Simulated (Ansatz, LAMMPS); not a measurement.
# Amorphous Si at 1.97 g/cm^3 (80 atoms), relaxed: functionals compared

Which bonds does the relaxation leave, and how do the Kohn-Sham gap, forces and pressure change with functional?

Calculated with Ansatz 0.2.0: Kohn-Sham DFT, PBE, PAW (set soft_2), plane waves; cutoff 420 eV, Γ point, fermi-dirac smearing of 0.025 eV.

**The cell**

Density at the start: 1.97 g/cm³. The cell holds 80 atoms: 80 Si. Cell: a = 12.374 Å, b = 12.374 Å, c = 12.374 Å, α = 90.0°, β = 90.0°, γ = 90.0°. 80 atoms (80 Si) placed at random at 1.97 g/cm³, melted at 2500 K for 10 ps at fixed volume with the modified Tersoff potential (Kumagai, Izumi, Hara and Sakai, Comput. Mater. Sci. 39, 457 (2007)). Quenched from 2500 K to 300 K at 10 K/ps and fixed volume, annealed at 800 K for 20 ps, held 5 ps, then minimised at fixed cell.

The atoms were relaxed with PBE. The walk converged after 10 steps, with a largest force component of 0.0139 eV/Å; it began at an r.m.s. force component of 0.25 eV/Å. The energy fell by 24.7 meV an atom.

The input of the reference single point:

```yaml
crystal:
  lattice:
    - [12.3744, 0.0, 0.0]
    - [0.0, 12.3744, 0.0]
    - [0.0, 0.0, 12.3744]
  atoms:
    - { symbol: Si, position: [0.82648, 0.68651, 0.54164] }
    - { symbol: Si, position: [0.38502, 0.15043, 0.20684] }
    - { symbol: Si, position: [0.88579, 0.2195, 0.61195] }
    - { symbol: Si, position: [0.36013, 0.74689, 0.47061] }
    [... 74 atom lines left out ...]
    - { symbol: Si, position: [0.29932, 0.89472, 0.03714] }
    - { symbol: Si, position: [0.0474, 0.41595, 0.22801] }
kpoints:
  mp_grid: { grid: [1, 1, 1] }
hamiltonian:
  xc: pbe
scf:
  occupations: { method: fermi_dirac, width: 0.025 }
output:
  forces: true
  stress: true
  populations: true
  dos:
    method: { smearing: { sigma: 0.08 } }
    de: 0.05
    projected: { site_lists: { Si: [Si] } }
  eigenvalues: true
  write_density: true
  write_potential: true
  volumetric_format: npy
```

**Bonds after relaxation**

Bonds by pair of elements; cutoffs follow the first minimum of g(r), held within bounds set by covalent radii, and pairs that aren't listed don't count as bonded:

| pair A-B | cutoff (Å) | bonds | mean length (Å) | spread (Å) | shortest (Å) | B about A | A about B |
| --- | --- | --- | --- | --- | --- | --- | --- |
| Si-Si | 2.93 | 158 | 2.41 | 0.062 | 2.25 | 3.95 | 3.95 |

How many atoms have how many bonded neighbours:

```
element  mean  3   4
     Si  3.95  4  76
```

**Levels of theory**

Single points at the relaxed geometry:

| functional | k-mesh | Kohn-Sham gap (eV) | pressure (GPa) | r.m.s. force component (eV/Å) | SCF cycles | time |
| --- | --- | --- | --- | --- | --- | --- |
| PBE | 1×1×1 | 0.337 | -2.61 | 0.004 | 11 | 21 s |
| HSE06 | 1×1×1 | 0.623 | -4.13 | 0.053 | 30 | 4.5 min |
| r2SCAN | 1×1×1 | 0.364 | -3.78 | 0.046 | 11 | 67 s |
| PBEsol | 1×1×1 | 0.339 | -4.08 | 0.022 | 11 | 19 s |

The gap is that between the highest filled and lowest empty Kohn-Sham level on the run's k-points. Cutoffs: 420 eV for PBE, HSE06 and PBEsol; 500 eV for r2SCAN. Times come from shared hosts and are rough.

**Findings**

By these cutoffs 95 % of Si atoms have 4 neighbours. The Kohn-Sham gap is 0.34 eV with PBE on the 1×1×1 mesh. On the 1×1×1 mesh HSE06 changes the gap by +0.29 eV against PBE. On the reference's mesh the gap changes with r2SCAN by +0.03 eV and PBEsol by under 0.01 eV. Against the reference the pressure changes with HSE06 by -1.5 GPa, r2SCAN by -1.2 GPa and PBEsol by -1.5 GPa; a negative change means a smaller volume than PBE would take.

Limits: All single points share the geometry relaxed with PBE. The density was set when the cell was made, as one point of a scan, and needn't be that of the real material. One sample; tail or defect levels can set the gap of a disordered cell. The quench rate of 10 K/ps is many orders above laboratory rates, so the cell is likely richer in defects and strain than a real sample. The network of bonds at the start is that of the classical potential that made the cell, and needn't be the one that DFT or experiment would give. In some runs the program notes that the exchange-correlation potential is rough where the density is thin, the exchange threshold is loose for the stress and the SCF threshold is loose for the stress.

[Logs are printed without paths, hosts, clocks, repeated set-up lines and the standing remarks that a program may print on its own settings, such as how far it seeks lower states.]

[Hosts, paths, dates, database ids (printed as entryN), source tags and the programs' standing remarks are cut or masked in the printed files.]
